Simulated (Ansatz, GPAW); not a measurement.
# STM contrast on NO/Co(0001), part 3 of 3

What would a tunnelling microscope show on NO/Co(0001)?

GPAW 26.7.0 and Ansatz 0.2.0; Ansatz plane waves; slab in vacuum with a dipole correction, relaxation; PAW set soft_1 (the session's first sound run).

So far, lower work function (eV): step 2 (relaxation, PBE) 4.99; step 3 (the slab's potential, PBE, GPAW) 5.00.

## (4) A second plane-wave code

A second program with its own datasets checks the number independently.

This step: Ansatz plane waves; slab in vacuum with a dipole correction; PAW set soft_1 (Ansatz 0.2.0).

The input, input.yaml:

```yaml
crystal:
  lattice:
    - [5.02, 0.0, 0.0]
    - [2.51, 4.347447527, 0.0]
    - [0.0, 0.0, 26.8053407836]
  atoms:
    - { symbol: Co, position: [0.3333333333, 0.3333333334, 0.3357539855], spin: 1.7 }
    - { symbol: Co, position: [0.0, 0.0, 0.4116944488], spin: 1.7 }
    - { symbol: Co, position: [0.3326266606, 0.3335884425, 0.4875765599], spin: 1.7 }
    - { symbol: Co, position: [-0.0054946443, 0.0025783228, 0.5621538366], spin: 1.7 }
    - { symbol: Co, position: [0.3333333333, 0.8333333334, 0.3357539855], spin: 1.7 }
    - { symbol: Co, position: [0.0, 0.5, 0.4116944488], spin: 1.7 }
    - { symbol: Co, position: [0.3333929666, 0.8332140668, 0.4871958627], spin: 1.7 }
    - { symbol: Co, position: [0.0001125113, 0.4997749774, 0.5586493864], spin: 1.7 }
    - { symbol: Co, position: [0.8333333333, 0.3333333334, 0.3357539855], spin: 1.7 }
    - { symbol: Co, position: [0.5, 0.0, 0.4116944488], spin: 1.7 }
    - { symbol: Co, position: [0.833784897, 0.3335884425, 0.4875765599], spin: 1.7 }
    - { symbol: Co, position: [0.5029163215, 0.0025783228, 0.5621538366], spin: 1.7 }
    - { symbol: Co, position: [0.8333333333, 0.8333333334, 0.3357539855], spin: 1.7 }
    - { symbol: Co, position: [0.5, 0.5, 0.4116944488], spin: 1.7 }
    - { symbol: Co, position: [0.8337677263, 0.8324645474, 0.4875780563], spin: 1.7 }
    - { symbol: Co, position: [0.5029609407, 0.4940781185, 0.5621409253], spin: 1.7 }
    - { symbol: "N", position: [0.3335137228, -0.1670274455, 0.6062179221] }
    - { symbol: O, position: [0.3336615509, -0.1673231019, 0.651647805] }
magnetization:
  spin_polarized: true
kpoints:
  mp_grid: { grid: [7, 7, 1] }
hamiltonian:
  xc: pbe
  pseudopotentials: { kind: paw, azcp: { folder: soft_1 } }
scf:
  occupations: { method: fermi_dirac, width: 0.1 }
efield:
  axis: 3
  dipole_correction: true
  ramp_width: 0.05
output:
  forces: true
  write_potential: true
  write_density: true
  volumetric_format: npy
```

Launch:

```console
> ansatz run input.yaml --threads 4 --pin off --max-ram 8192MiB --backend cpu --events-out ev --progress --plain --runs-dir out
```

Numbers of over 12 decimals in the logs are rounded to 6 here.

What it wrote:

```text
[...]
Crystal: 18 atoms, lattice volume = 585.005 Å³
Basis set: ecut = 420 eV, 11471 PW (Γ), exchange–correlation on 72×72×360 points (8 copies of the dense FFT grid, shifted against one another)
Bands: 187, of which v1, the nominal top of the filled ones, is band 142 counted from 1 (141 counted from 0)
Symmetry: 2 space group operations
k-points: 16 of 49 (time reversal used)
[...]
Starting moments: Σ|m| = 27.2 μB on 16 of 18 sites
[...]
SCF iter   1: F=—  HF=-82956.558987 eV  |F-HF|=—  |Δ(HF+E_count)|=         —  Δρ=4.55e-2 (↑2.15e-2 ↓4.55e-2)  dr2=2.04e1  dr2_m=3.95e0  M=27.537 μB ∫|m|=28.877 μB  β_m=1.00  ethr=3.10e-3  p=0.000 e·Å  D=7.57e-7 V/Å  ΔV_dip=-0.00 eV  dr2_dipole=2.49e-1  V_vac-E_F(+/−)=7.44/7.44 eV  ⟨swp⟩=9.1  Hψ=30192  notcnv=0  defer=337
[...]
SCF iter  15: F=-82963.342043 eV  HF=-82963.342043 eV  |F-HF|=3.03e-8  |Δ(HF+E_count)|=   5.45e-8  Δρ=2.21e-6 (↑6.98e-7 ↓2.21e-6)  dr2=5.59e-8  dr2_m=3.57e-9  M=25.492 μB ∫|m|=28.644 μB  ethr=2.19e-11  p=-0.106 e·Å  D=-3.29e-2 V/Å  ΔV_dip=0.88 eV  dr2_dipole=3.68e-9  V_vac-E_F(+/−)=5.87/4.99 eV  ⟨swp⟩=20.6  Hψ=54040  notcnv=0
SCF 1 converged in 15 iterations: F = -82963.342043 eV  dr2 = 5.59e-8
[...]
SCF converged after 15 iterations
Magnetization: 25.4915 μB (154.2458 up, 128.7542 down)
Absolute magnetization: 28.6719 μB (∫|ρ↑−ρ↓|, with the PAW one-centre terms)
[...]
Per-site moments (μB) at R_I (Å): [(1.809076, 1.030734), (1.741605, 1.026845), (1.689885, 0.986492), (1.243268, 0.779098), (1.814739, 1.030734), (1.748059, 1.029318), (1.819070, 1.026658), (1.857015, 0.986492), (1.809076, 1.030734), (1.741605, 1.026845), (1.689885, 0.986492), (1.243268, 0.779098), (1.809077, 1.030734), (1.741631, 1.026658), (1.689851, 0.986669), (1.242915, 0.779028), (-0.055181, 0.502328), (-0.102055, 0.502328)]
Free energy (F): -82963.342043 eV
[...]
Internal energy: -82962.779453 eV  (E = F + TS)
E sigma→0 (E₀):  -82963.060748 eV
Entropy (-TS):   -0.562589 eV (-31.255 meV/atom)
Fermi energy:    2.166280 eV
Dipole field:    D = -0.032919 V/Å  (p = -0.106425 e·Å, saw-weighted, corrected)
Work function:   Φ+ = 5.8732 eV   Φ− = 4.9908 eV
[...]
--- Forces (eV/Å), atoms counted from 1 ---
  atom   1  Co     0.00033879    -0.00028115     0.44626410
  atom   2  Co    -0.00453227     0.00201608    -0.49881571
  atom   3  Co    -0.00201899     0.00095658     0.00045285
  atom   4  Co     0.00346080    -0.00187948    -0.00249131
  atom   5  Co     0.00000000    -0.00008289     0.50010146
  atom   6  Co     0.00000000    -0.00047804    -0.34475982
  atom   7  Co     0.00000000    -0.00008100     0.00097609
  atom   8  Co     0.00000000     0.00061934    -0.00219824
  atom   9  Co    -0.00033879    -0.00028115     0.44626410
  atom  10  Co     0.00453227     0.00201608    -0.49881571
  atom  11  Co     0.00201899     0.00095658     0.00045285
  atom  12  Co    -0.00346080    -0.00187948    -0.00249131
  atom  13  Co     0.00000000     0.00032524     0.44625349
  atom  14  Co     0.00000000    -0.00565131    -0.49880130
  atom  15  Co     0.00000000    -0.00257374     0.00096961
  atom  16  Co     0.00000000     0.00469446    -0.00205194
  atom  17  N      0.00000000    -0.00013700    -0.00597875
  atom  18  O      0.00000000     0.00174169     0.01475876
  max |Σ_I F_I| component: 8.92e-5 eV/Å
--- Band table (eV; the first three rows and the last of 32) ---
  k-point 0 ↑: bands = [... 138 lower, 1.2795, 1.2897, 1.3853, 1.3853, 1.4205, 1.4649, 1.4650, 1.4789, ... 41 higher]
  k-point 1 ↑: bands = [... 138 lower, 1.1801, 1.2662, 1.2758, 1.2817, 1.2947, 1.3188, 1.3928, 1.4183, ... 41 higher]
  k-point 2 ↑: bands = [... 138 lower, 1.0531, 1.0702, 1.0797, 1.1176, 1.1473, 1.1646, 1.2065, 1.2279, ... 41 higher]
  k-point 15 ↓: bands = [... 138 lower, 2.7530, 2.7763, 2.8406, 2.8928, 2.9169, 2.9480, 2.9535, 3.0373, ... 41 higher]
```

It took 3.8 min on 4 threads of Arm Neoverse V2, shared host; peak memory 3.8 GiB.

This step gave:

| Property | Result |
| --- | --- |
| upper work function | 5.873 eV |
| lower work function | 4.991 eV |
| dipole along the normal | -0.1064 e·Å |
| dipole field | -0.03292 V/Å |
| vacuum level above | 8.040 eV |
| vacuum level below | 7.157 eV |

The electrostatic potential energy of an electron (with the applied field's), less the Fermi level, planar mean oscillates, so the rows of the table below give means over windows of 1 Å about each position, cut where the curve ends. Its maxima inside the range that stand out by 2 % of the span (Å: eV): 10.0: -0.724, 12.1: -0.752, 14.0: -1.42. Its minima: 8.9: -17.9, 11.0: -18.1, 13.1: -18.1, 15.0: -18.2.

Electrostatic potential energy of an electron (with the applied field's), less the Fermi level, planar mean against z; means over each step:

z (Å), electrostatic potential energy of an electron (with the applied field's), less the Fermi level, planar mean (eV) and a bar from the least value:
```
        0        5.2 #############################
        1        5.0 #############################
        2        5.0 #############################
        3        5.0 #############################
        4        5.0 #############################
        5        5.0 #############################
        6        5.0 #############################
        7        4.6 ############################
        8       -0.7 #####################
        9      -15.6 
       10       -4.5 ################
       11      -15.6 
       12       -4.6 ###############
       13      -15.6 
       14       -5.4 ##############
       15      -15.7 
       16       -3.9 ################
       17        2.0 #########################
       18        4.2 ############################
       19        5.8 ##############################
       20        5.9 ##############################
       21        5.9 ##############################
       22        5.9 ##############################
       23        5.9 ##############################
       24        5.9 ##############################
       25        5.9 ##############################
       26        5.8 ##############################
```

The valence density, planar mean (density) oscillates, so the rows of the table below give means over windows of 2.08 Å about each position, cut where the curve ends. Its maxima inside the range that stand out by 2 % of the span (Å: e/Å³): 8.9: 3.99, 11.0: 4.11, 13.1: 4.07, 15.0: 4.07, 17.4: 0.313. Its minima: 10.0: 0.303, 12.1: 0.302, 14.0: 0.330, 16.8: 0.160.

Table of valence density, planar mean by z; means over each step:

| z (Å) | density (e/Å³) | rho spin (e/Å³) |
| --- | --- | --- |
| 3.12 | 0 | -5.0e-7 |
| 5.20 | 3.1e-4 | -5.1e-5 |
| 7.28 | 0.0648 | 0.00360 |
| 9.36 | 1.50 | 0.151 |
| 11.44 | 1.51 | 0.148 |
| 13.52 | 1.54 | 0.148 |
| 15.60 | 1.45 | 0.116 |
| 17.68 | 0.156 | -0.00420 |
| 19.76 | 6.7e-4 | -1.3e-5 |
| 21.84 | 0 | 0 |

Force by atom:

```csv
atom,x (eV/Å),y (eV/Å),z (eV/Å),size
Co1,0.000,0.000,0.446,0.446
Co2,-0.005,0.002,-0.499,0.499
Co3,-0.002,0.001,0.000,0.002
Co4,0.003,-0.002,-0.002,0.005
Co5,0.000,0.000,0.500,0.500
Co6,0.000,0.000,-0.345,0.345
Co7,0.000,0.000,0.001,0.001
Co8,0.000,0.001,-0.002,0.002
Co9,0.000,0.000,0.446,0.446
Co10,0.005,0.002,-0.499,0.499
Co11,0.002,0.001,0.000,0.002
Co12,-0.003,-0.002,-0.002,0.005
Co13,0.000,0.000,0.446,0.446
Co14,0.000,-0.006,-0.499,0.499
Co15,0.000,-0.003,0.001,0.003
Co16,0.000,0.005,-0.002,0.005
N17,0.000,0.000,-0.006,0.006
O18,0.000,0.002,0.015,0.015
```

The upper face's work function is 5.873 eV, against 5.870 eV in the first plane-wave PBE run at this geometry.

## (5) Side by side

Results and costs are gathered.

This step: comparison of work functions, dipole and cost; PAW set soft_1 (GPAW 26.7.0).

Ladder, by row:

```
  step    code  work function, upper (eV)  work function, lower (eV)  dipole (e Å)  wall time (s)  peak memory (GiB)  threads
    pw    GPAW                       5.87                      5.003       -0.1055          12530               4.77        1
ansatz  Ansatz                      5.873                      4.991       -0.1064            228               3.77        4
```

## (6) A changed run

One more run, with changed settings.

This step: GPAW, PAW setups; slab in vacuum (GPAW 26.7.0).

The input, run.py:

```python
import json
import numpy as np
from ase import Atoms
from gpaw import GPAW, PW

slab = Atoms(
    ['Co', 'Co', 'Co', 'Co', 'Co', 'Co', 'Co', 'Co', 'Co', 'Co', 'Co', 'Co', 'Co', 'Co', 'Co', 'Co', 'N', 'O'],
    positions=[
        [2.51000, 1.44915, 9.00000],
        [0.00000, 0.00000, 11.03561],
        [2.50709, 1.45026, 13.06966],
        [-0.02111, 0.01121, 15.06873],
        [3.76500, 3.62287, 9.00000],
        [1.25500, 2.17372, 11.03561],
        [3.76500, 3.62235, 13.05945],
        [1.25500, 2.17275, 14.97479],
        [5.02000, 1.44915, 9.00000],
        [2.51000, 0.00000, 11.03561],
        [5.02291, 1.45026, 13.06966],
        [2.53111, 0.01121, 15.06873],
        [6.27500, 3.62287, 9.00000],
        [3.76500, 2.17372, 11.03561],
        [6.27500, 3.61910, 13.06970],
        [3.76500, 2.14798, 15.06838],
        [1.25500, -0.72614, 16.24988],
        [1.25500, -0.72743, 17.46764]],
    cell=[[5.02, 0.0, 0.0], [2.51, 4.34745, 0.0], [0.0, 0.0, 26.80534]],
    pbc=[True, True, False],
    magmoms=[1.7, 1.7, 1.7, 1.7, 1.7, 1.7, 1.7, 1.7, 1.7, 1.7, 1.7, 1.7, 1.7, 1.7, 1.7, 1.7, 0.0, 0.0])

slab.calc = GPAW(mode=PW(500), xc='PBE', kpts={'size': (1, 1, 1), 'gamma': True},
                 occupations={'name': 'fermi-dirac', 'width': 0.1}, nbands='160%',
                 convergence={'density': 1e-05}, maxiter=75,
                 poissonsolver={'dipolelayer': 'xy'},
                 symmetry={'tolerance': 1e-3}, txt='slab.txt')
result = {}
energy = slab.get_potential_energy()
fermi = slab.calc.get_fermi_level()
v = slab.calc.get_electrostatic_potential().mean((0, 1)) - fermi
n = slab.calc.get_pseudo_density().mean((0, 1))
L = slab.cell[2, 2]
z = np.arange(len(v)) * L / len(v)
low, high = slab.positions[:, 2].min(), slab.positions[:, 2].max()
below, above = np.interp([low - 6.8, high + 6.8], z, v)
slopes = [np.interp(x, z, np.gradient(v, z)) for x in (low - 6.8, high + 6.8)]
eps = np.array([[slab.calc.get_eigenvalues(k, s) for k in range(len(slab.calc.get_ibz_k_points()))]
                for s in range(slab.calc.get_number_of_spins())]) - fermi
top, bottom = eps[eps < 0].max(), eps[eps > 0].min()
dipole = slab.get_dipole_moment()[2]
print(f'energy {energy:.4f} eV, Fermi level {fermi:.4f} eV, dipole {dipole:.5f} e A')
print(f'potential 6.8 A off the faces, from the Fermi level: lower {below:.4f} eV, upper {above:.4f} eV')
print(f'slope of the potential there: lower {slopes[0]:.5f}, upper {slopes[1]:.5f} eV/A')
print(f'nearest levels on the mesh: {top:.4f} and {bottom:.4f} eV')
print('magnetic moment', round(slab.get_magnetic_moment(), 3))
result.update(energy=energy, fermi=fermi, dipole=dipole, below=below, above=above, slopes=slopes, edges=[top, bottom],
              z=z.tolist(), v=v.tolist(), n=n.tolist(), positions=slab.positions.tolist(),
              forces=slab.get_forces(apply_constraint=False).tolist(), moments=slab.get_magnetic_moments().tolist())
json.dump(result, open('result.json', 'w'))
```

Launch:

```console
> OMP_NUM_THREADS=1 OPENBLAS_NUM_THREADS=1 python run.py
```

What it wrote:

```text
energy -126.3981 eV, Fermi level -0.3810 eV, dipole 0.02468 e A
potential 6.8 A off the faces, from the Fermi level: lower 6.1443 eV, upper 5.9317 eV
slope of the potential there: lower -0.00058, upper 0.00018 eV/A
nearest levels on the mesh: -0.0261 and 0.0368 eV
magnetic moment 24.834
```

The job ended after 4.7 min (1 thread; peak memory 0.52 GiB).

The run finished. A setting was moved off its sound value on purpose, so it serves as a test and not as the result.

The fault put into the input: one k-point (kpts = [1, 1]).

Side by side:

| quantity | this run | sound run | difference |
| --- | --- | --- | --- |
| dipole along the normal (e·Å) | 0.024681 | -0.10551 | 0.130 |
| upper work function (eV) | 5.9317 | 5.8700 | 0.0618 |
| lower work function (eV) | 6.1443 | 5.0032 | 1.14 |
| sum of the site moments (μB) | 26.754 | 26.610 | 0.143 |

The dipole along the normal changes sign: 0.0247 e·Å against -0.106 e·Å.

## (7) Summary of results

```yaml
work_function_upper_and_lower_face: 5.870 and 5.003 eV
dipole_along_the_normal: -0.106 e Å
corrugation_at_minus_2_v: 0.490 Å as printed, 0.35 Å or less without short-wave noise
corrugation_at_minus_1_v: 0.549 Å as printed, 0.46 Å or less without short-wave noise
corrugation_at_1p5_v: 0.380 Å as printed, 0.29 Å or less without short-wave noise
```

In words: At -2 V, -1 V and 1.5 V GPAW's map carries short-wave noise, which can't be real at this height: without waves under 1.5 Å it spans 0.35 Å against 0.49 Å printed, 0.46 Å against 0.55 Å printed and 0.29 Å against 0.38 Å printed. The reading below uses the filtered value, which may still be too high. The corrugation at constant current is largest at -1 V, where the tip height varies by 0.46 Å over the cell. Negative sample bias images filled states, positive bias empty ones. The two faces differ by 0.87 eV, the step that the slab's dipole makes (e p/(ε0 A) gives 0.87 eV), so the dipole layer is needed. The two plane-wave codes differ by 0.0032 eV on the upper face. The images are of Tersoff-Hamann type: an s-wave tip, no tip-sample forces, heights closer than in a microscope. At this geometry GPAW leaves forces of up to 0.46 eV/Å on free atoms, so it isn't GPAW's own minimum, and dipole and steps would shift on relaxing there. The cell of 21.8 Å² holds one NO, started on one chosen site; other sites and coverages weren't tried. One magnetic start was tried; another order may lie lower. The in-plane lattice was kept as typed, which isn't the functional's own and leaves some strain; spin-orbit coupling and temperature are left out.

[Logs are printed without paths, hosts, clocks, repeated set-up lines and the standing remarks that a program may print on its own settings, such as how far it seeks lower states.]

[Hosts, paths, dates, database ids (printed as entryN), source tags and the programs' standing remarks are cut or masked in the printed files.]
